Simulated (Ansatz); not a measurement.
# NaHgF3 (built on the sites of a database entry of KHgF3): following an unstable mode

Aim: this structure of NaHgF3 (built on the sites of a database entry of KHgF3) is to be tested for unstable modes, and one is followed downhill.

Program: Ansatz 0.2.0. Level of theory: DFT PBEsol, scalar-relativistic, plane waves, norm-conserving pseudopotentials. Results are calculated unless marked as measured.

Report form: the programs' logs are mostly left out.

The structure was built from a prototype and need not be the compound's stable phase.

**1. Set-up**

The structure is cubic, space group Pm-3m (No. 221). Conventional cell: a = 4.487 Å, b = 4.487 Å, c = 4.487 Å, α = 90.00°, β = 90.00°, γ = 90.00°. Nearest to Na lie 12 F at 3.17 Å. Hg has 6 F at 2.24 Å nearest. F has 2 Hg at 2.24 Å nearest. Farther neighbours and most contacts between anions are not listed.

**2. Zone-centre response**

The cell comes from relaxations at this level that are not shown. The zone centre is the only wavevector solved here; it holds the modes that light can see, as far as symmetry allows. No field response is asked.

Input file input.yaml:

```yaml
crystal:
  lattice:
    - [3.1727838361, -3.1731176919, 0.0]
    - [3.1727838361, 3.1731176919, 0.0]
    - [0.0, 0.0, 4.4879394888]
  atoms:
    - { symbol: Na, position: [0.0, 0.0, 0.5] }
    - { symbol: Hg, position: [0.5, 0.5, 0.0] }
    - { symbol: F, position: [0.5, 0.5, 0.5] }
    - { symbol: F, position: [0.5, 0.0, 0.0] }
    - { symbol: F, position: [0.0, 0.5, 0.0] }
kpoints:
  mp_grid: { grid: [8, 8, 8] }
hamiltonian:
  xc: pbesol
  pseudopotentials: { kind: nc }
scf:
  occupations: { method: gaussian, width: 0.01 }
output:
  eigenvalues: true
phonons:
  method: dfpt
```

The run is started by

```console
$ ansatz run input.yaml --threads 4 --pin off --max-ram 14336MiB --backend cpu --events-out ev --progress --plain --runs-dir out
```

Run time: 7.8 min. Hardware: 4 threads of Intel Xeon Platinum 8488C (Sapphire Rapids), shared host; peak memory 4.9 GiB.

This step gave:

```
gap on the k-mesh                                       : 0.2317 eV
volume per atom                                         : 18.07 Å³
sum-rule residual before enforcement                    : 0.02115 eV/Å²
point group                                             : mmm
highest optical mode at the zone centre (no LO-TO term) : 408.4 cm⁻¹
lowest optical zone-centre mode                         : -131.0 cm⁻¹
```

Without the LO-TO term. Patterns of degenerate modes are one choice out of their space. The modes at Γ (shares of kinetic energy by element, %) (negative means imaginary):

```tsv
mode	frequency (cm⁻¹)	symmetry	Na %	Hg %	F %
1	-131.0	T1u	58	0	42
2	-131.0	T1u	58	0	42
3	-131.0	T1u	58	0	42
4	-97.7	T2u	0	0	100
5	-97.7	T2u	0	0	100
6	-97.7	T2u	0	0	100
7	0.0	acoustic	8	71	20
8	0.0	acoustic	8	71	20
9	0.0	acoustic	8	71	20
10	92.1	T1u	34	22	44
11	92.1	T1u	34	22	44
12	92.1	T1u	34	22	44
13	408.1	T1u	0	6	94
14	408.4	T1u	0	6	94
15	408.4	T1u	0	6	94
```

Displacements in mode 2 (-131.0 cm⁻¹), the largest set to 1:
```
Na1  0.00  0.00  1.00
Hg2  0.00  0.00  0.02
F3   0.00  0.00 -0.07
F4   0.00  0.00 -0.66
F5   0.00  0.00 -0.66
```

Displacements in mode 14 (408.4 cm⁻¹), the largest set to 1:
```
Na1  0.03  0.00  0.00
Hg2  0.15  0.00  0.00
F3   0.14  0.00  0.00
F4  -0.86 -1.00  0.00
F5  -0.86  1.00  0.00
```

Before it was imposed, the acoustic sum rule was missed by 0.021 eV/Å². Small misses are needed for a sound result but don't prove that mesh and cutoff are converged. The lowest optical mode is imaginary, 131.0i cm⁻¹, so the energy falls along it.

**3. The mode frozen in, largest atomic shift 0 Å**

The mode followed lies at Γ with frequency 131.0i cm⁻¹ and is 3-fold degenerate, the softest among the wavevectors solved. At small amplitude the distorted cell has space group no. 99 by a symmetry search on the positions. The undistorted cell that holds it gives the zero of energy on the same k mesh.

Edit input.yaml of step 2 so:

```diff
@@ -19,4 +19,4 @@
 output:
+  forces: true
+  stress: true
   eigenvalues: true
-phonons:
-  method: dfpt
```

Elapsed: 21 s, on 4 threads; peak memory 1.2 GiB; 81 s of CPU time.

This step gave:

```yaml
pressure: 0.001423 GPa
gap_on_the_k_mesh: 0.2318 eV
energy_from_the_undistorted_cell: 0 meV/atom
```

The run ends at a pressure of 0.00 GPa.

**4. The mode frozen in, largest atomic shift 0.6 Å**

The atoms are moved along the unstable eigenvector, the largest shift by 0.6 Å, with the cell fixed.

input.yaml, the sections that differ from step 3:

```yaml
crystal:
  lattice:
    - [3.1727838361, -3.1731176919, 0.0]
    - [3.1727838361, 3.1731176919, 0.0]
    - [0.0, 0.0, 4.4879394888]
  atoms:
    - { symbol: Na, position: [3.6204e-06, -0.1337127798, 0.5] }
    - { symbol: Hg, position: [0.4999970268, 0.4976490159, 0.0] }
    - { symbol: F, position: [0.5000327371, 0.588729587, 0.5] }
    - { symbol: F, position: [0.4999882511, 0.0091991596, 0.0] }
    - { symbol: F, position: [6.0232e-06, 0.5886982303, 0.0] }
# kpoints, hamiltonian, scf, output: as in step 3
```

It took 45 s on 4 threads; peak memory 1.5 GiB; 3 min of CPU time.

Numbers from this step:

```
pressure                         : -0.6849 GPa
gap on the k-mesh                : 0.5748 eV
energy from the undistorted cell : -63.03 meV/atom
```

The energy, extrapolated to zero smearing, is -63.03 meV/atom against the undistorted cell.

The run ends at a pressure of -0.68 GPa, with forces up to 0.40 eV/Å.

**5. Energy along the mode, all amplitudes (two of the runs are shown above)**

An imaginary frequency means negative curvature, so the energy should fall and then rise again as anharmonic terms take over.

Numbers from this step:

```yaml
depth_at_the_lowest_point_sampled: 63.03 meV/atom
largest_atomic_shift_at_that_point: 0.6 Å
```

Energy from the parent against largest atomic shift:

```tsv
largest atomic shift (Å)	energy from the parent (meV/atom)
0.000	0
0.040	-0.402
0.080	-1.6
0.140	-4.84
0.220	-11.7
0.320	-23.4
0.450	-42.0
0.600	-63.0
```

Displacement at unit largest shift by atom:

```tsv
atom	x (Å)	y (Å)	z (Å)	size
Na1	-0.707	-0.707	0.000	1.000
Hg2	-0.012	-0.012	0.000	0.017
F3	0.469	0.469	0.000	0.663
F4	0.049	0.049	0.000	0.069
F5	0.469	0.469	0.000	0.663
```

The lowest of the steps tried is the last one, at 0.6 Å, 63.0 meV/atom below the parent; the bottom of the well need not coincide with a step.

**6. Relaxation from the frozen mode**

Starting from the lowest point found, all atoms and the cell are let go, so that strain and other modes of the same symmetry can join in.

Edit input.yaml of step 4 so:

```diff
@@ -22 +22,6 @@
   eigenvalues: true
+relax:
+  adjacent_minimum: "off"
+  f_tol: 0.002
+  max_steps: 120
+  cell: { stress_tol: 0.03 }
```

Run time: 4.6 min. Hardware: 4 threads; peak memory 1.7 GiB; 18 min of CPU time.

Relaxation path:

```tsv
step	energy less that of the first step (eV)	largest force component (eV/Å)	pressure (GPa)	volume (Å³)
1	0.0000	0.2802	-0.68	90.37
2	-0.0660	0.1574	-0.40	90.84
3	-0.0988	0.1728	0.14	90.45
4	-0.1036	0.0319	0.30	89.78
5	-0.1045	0.0242	-0.24	89.90
6	-0.1050	0.0017	0.01	89.76
7*	-0.1050	0.0016	0.01	89.76
```

Relaxation steps marked * repeat the geometry before them on a plane-wave basis chosen anew for their cell, so energy and pressure can jump there.

The run keeps the 2 symmetry operations that it works with, so distortions that break them were not tested.

```tsv
conventional cell, symmetrised	before	after	change
a (Å)	4.488	4.447	-0.9 %
b (Å)	4.488	4.447	-0.9 %
c (Å)	4.487	4.539	+1.2 %
volume (Å³/atom)	18.07	17.95	-0.7 %
```

The atoms that moved most (Å, as changes of fractional coordinates times the final cell):

```tsv
atom	dx	dy	dz	length
Na1	-0.223	-0.223	0.000	0.316
F5	0.091	0.091	0.000	0.128
F3	0.091	0.091	0.000	0.128
F4	0.039	0.039	0.000	0.056
```

The relaxed structure:

```xyz
5
Lattice="3.1444 -3.1445 0.0000 3.2097 3.2098 0.0000 0.0000 0.0000 4.4469" Properties=species:S:1:pos:R:3 pbc="T T T"
Na   -0.6523   -0.6525    2.2234
Hg    3.1719    0.0275    0.0000
F     3.5526    0.4081    2.2234
F     1.6410   -1.5032    0.0000
F     1.9803    1.9804    0.0000
```

Numbers from this step:

* pressure: 0.01056 GPa
* gap on the k-mesh: 0.8453 eV
* volume per atom: 17.95 Å³

The distorted start has space group P4mm; the relaxation ends in P4mm.

**7. The new phase in its own primitive cell**

The relaxed structure is symmetrised, reduced to its primitive cell and relaxed tightly, as its phonons need.

Input file input.yaml:

```yaml
crystal:
  lattice:
    - [4.4468676139, 0.0, 0.0]
    - [0.0, 4.4468676139, 0.0]
    - [0.0, 0.0, 4.5392777539]
  atoms:
    - { symbol: Na, position: [0.5, 0.5, 0.7967440009] }
    - { symbol: Hg, position: [0.0, 0.0, 0.4983910146] }
    - { symbol: F, position: [0.5, 0.0, 0.6169795798] }
    - { symbol: F, position: [0.0, 0.0, 0.021472652] }
    - { symbol: F, position: [0.0, 0.5, 0.6169795798] }
kpoints:
  mp_grid: { grid: [6, 6, 6] }
hamiltonian:
  xc: pbesol
  pseudopotentials: { kind: nc }
scf:
  occupations: { method: fixed }
output:
  forces: true
  stress: true
  eigenvalues: true
relax:
  adjacent_minimum: "off"
  f_tol: 0.001
  max_steps: 60
  cell: { stress_tol: 0.01 }
```

Run time: 60 s. Hardware: 4 threads; peak memory 0.89 GiB.

Little changed from the start: no atom moved by 0.005 Å and no cell edge by 0.1 %.

Numbers from this step:

```
pressure           : -0.001765 GPa
gap on the k-mesh  : 0.8502 eV
direct gap on mesh : 2.430 eV
```

The largest force component left is 0.94 meV/Å and the pressure is -0.002 GPa, within the tolerances set. The cell now holds 17.95 Å³/atom.

**8. Modes of the new phase, k-mesh 6×6×6, occupations fixed**

A relaxed structure may still be a saddle point, so its zone-centre modes are computed. The response to a homogeneous field gives the Born charges and the dielectric tensor.

input.yaml, the sections that differ from step 7:

```yaml
crystal:
  lattice:
    - [4.4461214028, 0.0, 0.0]
    - [0.0, 4.4461214028, 0.0]
    - [0.0, 0.0, 4.5408483738]
  atoms:
    - { symbol: Na, position: [0.5, 0.5, 0.7966646516] }
    - { symbol: Hg, position: [0.0, 0.0, 0.4981430869] }
    - { symbol: F, position: [0.5, 0.0, 0.6171989223] }
    - { symbol: F, position: [0.0, 0.0, 0.021361244] }
    - { symbol: F, position: [0.0, 0.5, 0.6171989223] }
output:
  eigenvalues: true
phonons:
  method: dfpt
  dielectric: true
  rigid_motions: translations
# kpoints, hamiltonian, scf: as in step 7
# relax: removed
```

It took 6.5 min on 4 threads; peak memory 4.8 GiB; 25 min of CPU time.

Numbers from this step:

```
sum-rule residual before enforcement                    : 0.02059 eV/Å²
miss of the charge sum rule                             : 0.001841 e
estimated error of the dielectric tensor                : 0.008123
estimated error of the Born charges                     : 0.02295 e
point group                                             : 4mm
highest optical mode at the zone centre (no LO-TO term) : 385.1 cm⁻¹
lowest optical zone-centre mode                         : -40.87 cm⁻¹
mean high-frequency dielectric constant                 : 2.829
largest Born charge (third of the trace)                : 2.562 e
top of the zone-centre spectrum with the field          : 443.4 cm⁻¹
```

Without the LO-TO term. Patterns of degenerate modes are one choice out of their space. The modes at Γ (shares of kinetic energy by element, %) (negative means imaginary):

```tsv
mode	frequency (cm⁻¹)	symmetry	Na %	Hg %	F %
1	-40.9	E	19	0	81
2	-40.9	E	19	0	81
3	0.0	acoustic	8	71	20
4	0.0	acoustic	8	71	20
5	0.0	acoustic	8	71	20
6	108.3	A1	72	17	11
7	114.7	E	25	24	51
8	114.7	E	25	24	51
9	122.6	B1	0	0	100
10	156.3	A1	19	7	74
11	178.2	E	48	0	52
12	178.2	E	48	0	52
13	357.1	E	0	5	95
14	357.1	E	0	5	95
15	385.1	A1	0	5	95
```

Displacements in mode 1 (-40.9 cm⁻¹), the largest set to 1:
```
Na1  0.00 -0.48  0.00
Hg2  0.00 -0.01  0.00
F3   0.00 -0.41  0.00
F4  -0.01  1.00  0.00
F5   0.00  0.08  0.00
```

Displacements in mode 13 (357.1 cm⁻¹), the largest set to 1:
```
Na1  0.00 -0.01  0.00
Hg2  0.00 -0.07  0.00
F3   0.00 -0.12  0.00
F4   0.00 -0.15  0.00
F5   0.00  1.00  0.00
```

Optical modes at the zone centre, without and with the macroscopic field of the longitudinal modes; each column is sorted by frequency, so a row need not hold one and the same mode. Modes with and without the field, by row:

```tsv
rank among optical modes	no field (cm⁻¹)	q along (1, 0, 0) (cm⁻¹)	q along (0, 0, 1) (cm⁻¹)
1	-40.9	-40.9	-40.9
2	-40.9	46	-40.9
3	108.3	108.3	108.6
4	114.7	114.7	114.7
5	114.7	122.6	114.7
6	122.6	124.6	122.6
7	156.3	156.3	178.2
8	178.2	178.2	178.2
9	178.2	222.1	214.3
10	357.1	357.1	357.1
11	357.1	385.1	357.1
12	385.1	425.1	443.4
```

Born charge (rows field, columns displacement) (e), principal values of the symmetric part by kind of site:

```tsv
atom	atoms with these values	low	middle	high	mean
Na1	1	0.95	1.16	1.16	1.09
Hg2	1	2.48	2.48	2.73	2.56
F3	2	-2.09	-0.82	-0.76	-1.22
F4	1	-2.17	-0.73	-0.73	-1.21
```

In full for Hg2:

```
2.48 0.00 0.00
0.00 2.48 0.00
0.00 0.00 2.73
```

High-frequency dielectric tensor:

```
2.73 0.00 0.00
0.00 2.73 0.00
0.00 0.00 3.02
```

Transverse modes; imaginary modes are left out. Lines of the infrared spectrum (strongest = 100):

```tsv
position (cm⁻¹)	label	relative intensity
108	A1	0.3
115	E	12
123	B1	0.0
156	A1	40
178	E	51
357	E	100
385	A1	53
```

Before it was imposed, the acoustic sum rule was missed by 0.021 eV/Å² and the charge sum rule by 0.0018 e. Small misses are needed for a sound result but don't prove that mesh and cutoff are converged. The lowest optical mode is imaginary, 40.9i cm⁻¹, so the energy falls along it.

**9. Outcome**

* unstable mode of the parent: q = (0, 0, 0), 131i cm⁻¹
* depth at the lowest point sampled: 63.0 meV/atom
* largest atomic shift at that point: 0.6 Å
* space group reached (within 0.01 Å): P4mm
* energy gained over the parent (first relaxation, on the mesh of the frozen mode): 84.0 meV/atom
* volume per atom, phase reached: 18.0 Å³
* gap on the k-mesh, phase reached: 0.850 eV
* lowest optical zone-centre mode, phase reached: -40.9 cm⁻¹
* highest optical mode at the zone centre (no LO-TO term), phase reached: 385 cm⁻¹

Along this mode the structure falls into P4mm, 84.0 meV/atom below the parent. At the parent's cell the well is 63.03 meV/atom deep on the steps tried, with its lowest point at a shift of 0.6 Å. That is the last step tried, so the steps alone don't bracket the bottom of the well. Relaxing atoms and cell changes the gain by +21.00 meV/atom against the lowest step (energies at zero smearing). The new phase still has an imaginary mode at the zone centre of its cell, so it is a saddle point on the way to a lower structure. Of the 2 patterns followed to their end from this parent, this one reaches the lowest energy. Each path keeps the symmetry of its pattern, so a lower phase may lie along a pattern not tried. The relaxed cell left the space group of the starting entry, even within 0.1 Å, so it may not be the phase that the entry, or a measurement on it, describes. Spin-orbit coupling is left out, which can matter for the heavy elements here. The starting cell was built on a prototype and not taken from a measurement, so the phase need not exist.

[Logs are printed without paths, hosts, clocks, repeated set-up lines and the standing remarks that a program may print on its own settings, such as how far it seeks lower states.]

[Hosts, paths, dates, database ids (printed as entryN), source tags and the programs' standing remarks are cut or masked in the printed files.]
